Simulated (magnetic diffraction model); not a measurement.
# Solving a magnetic structure from powder neutron data: La2ScFeO5

Space group Ima2 (no. 46), a = 16.2390 Å, b = 5.7330 Å, c = 5.7140 Å.

| site | atom | x | y | z |
| --- | --- | --- | --- | --- |
| 8c | La | 0.8744 | 0.4954 | 0.0035 |
| 4a | Fe | 0 | 1/2 | 0.5110 |
| 4b | Sc | 3/4 | 0.0024 | 0.0260 |
| 4b | O | 3/4 | 0.7787 | 0.3062 |
| 8c | O | 0.8763 | 0.4020 | 0.5358 |
| 8c | O | 0.5303 | 0.7623 | 0.7476 |

This is a made-up structure (elements placed in a structure type, unrelaxed), so the numbers test the method and describe no known phase.

Only Fe is taken to order (form factors of Fe2+); orders and moment sizes are assumed, and not adapted to the symmetry. Radiation: neutrons of λ = 1.909 Å, 8° to 45°; isotropic B of 0.6 Å² (La), 0.68 Å² (Fe), 0.61 Å² (Sc) and 0.95 Å² (O). Simulated constant-wavelength pattern: nuclear and magnetic terms add, the magnetic one as |2.695 fm × Σ f S⊥ exp(2πi Q·r) exp(−B s²)|², summed over all Q at one angle with the factor 1/(sin²θ cos θ). For collinear order S is the moment m, which repeats by lattice and centring translations R with the sign exp(−2πi k·R). Free-ion form factors, Sears's scattering lengths of 1992, no absorption; a label names one of the reflections at its angle. The strongest nuclear line in the range is 100, and lines under 0.2 are left out.

Above the ordering temperature:

```
2θ (°)    index      I
 13.50  (2 0 0)    1.2
 20.34  (1 1 0)    1.5
 27.20  (4 0 0)    3.7
 27.28  (0 1 1)   25.8
 28.07  (3 1 0)    2.2
 30.56  (2 1 1)    2.7
 38.90  (0 2 0)   19.6
 38.90  (4 1 1)  100.0
 39.03  (0 0 2)   32.9
 39.48  (5 1 0)   23.0
 41.30  (6 0 0)    0.4
 41.36  (2 2 0)    3.6
 41.48  (2 0 2)    4.1
 44.31  (1 2 1)    5.8
 44.41  (1 1 2)   15.0
```

Below it (cell unchanged):

```tsv
2θ (°)	I
13.50	1.2
20.31	7.0
20.34	1.5
27.20	3.7
27.28	25.8
28.07	2.2
28.14	6.7
30.56	2.7
34.18	1.9
34.25	5.1
38.90	19.6
38.90	100.0
39.03	32.9
39.48	23.0
39.53	2.5
41.30	0.4
41.36	3.6
41.48	4.1
44.27	1.8
44.27	2.8
44.31	5.8
44.39	0.4
44.41	15.0
```

**Question.** Find the propagation vector, then choose among these models:
A. collinear moments along [001], 3.26 μB on Fe; signs + at (0, 1/2, 0.5110), − at (0, 0, 0.0110)
B. collinear moments along [101], 3.26 μB on Fe; signs + at (0, 1/2, 0.5110), − at (0, 0, 0.0110)
C. collinear moments along [101], 3.26 μB on Fe; signs + at (0, 1/2, 0.5110), + at (0, 0, 0.0110)
D. collinear moments along [001], 3.26 μB on Fe; signs + at (0, 1/2, 0.5110), + at (0, 0, 0.0110)

The new lines index as (3 0 0) at 20.31°, (1 1 1) at 28.14°, (5 0 0) at 34.18° and (3 1 1) at 34.25°, that is as H ± k with k = (0 0 1). The indices are whole but break the lattice centring, so the moments reverse under a centring translation, those with k·t a half-integer. Below the range, at 6.74°, lies the magnetic line (1 0 0) with 73.

Magnetic intensity, observed (below minus above) and for each model:

| 2θ (°) | index | observed | A | B | C | D |
| --- | --- | --- | --- | --- | --- | --- |
| 19.17 | (0 1 0) | <0.2 | 8.0 | 8.0 | <0.2 | <0.2 |
| 19.23 | (0 0 1) | <0.2 | <0.2 | 7.1 | <0.2 | <0.2 |
| 20.31 | (3 0 0) | 7.0 | <0.2 | <0.2 | 0.8 | 7.0 |
| 23.52 | (2 1 0) | <0.2 | 9.9 | 7.0 | <0.2 | <0.2 |
| 23.57 | (2 0 1) | <0.2 | 3.3 | 6.2 | <0.2 | <0.2 |
| 28.14 | (1 1 1) | 6.7 | <0.2 | <0.2 | 11.4 | 6.7 |
| 33.49 | (4 1 0) | <0.2 | 4.0 | 1.6 | <0.2 | <0.2 |
| 34.25 | (3 1 1) | 5.1 | <0.2 | <0.2 | 4.9 | 5.1 |

Model D matches.

The absence at (0 1 0) is telling: the sublattices cancel there.

The structure used: k = (0 0 1), collinear moments along [001], 3.26 μB on Fe; signs + at (0, 1/2, 0.5110), + at (0, 0, 0.0110).

[Logs are printed without paths, hosts, clocks, repeated set-up lines and the standing remarks that a program may print on its own settings, such as how far it seeks lower states.]
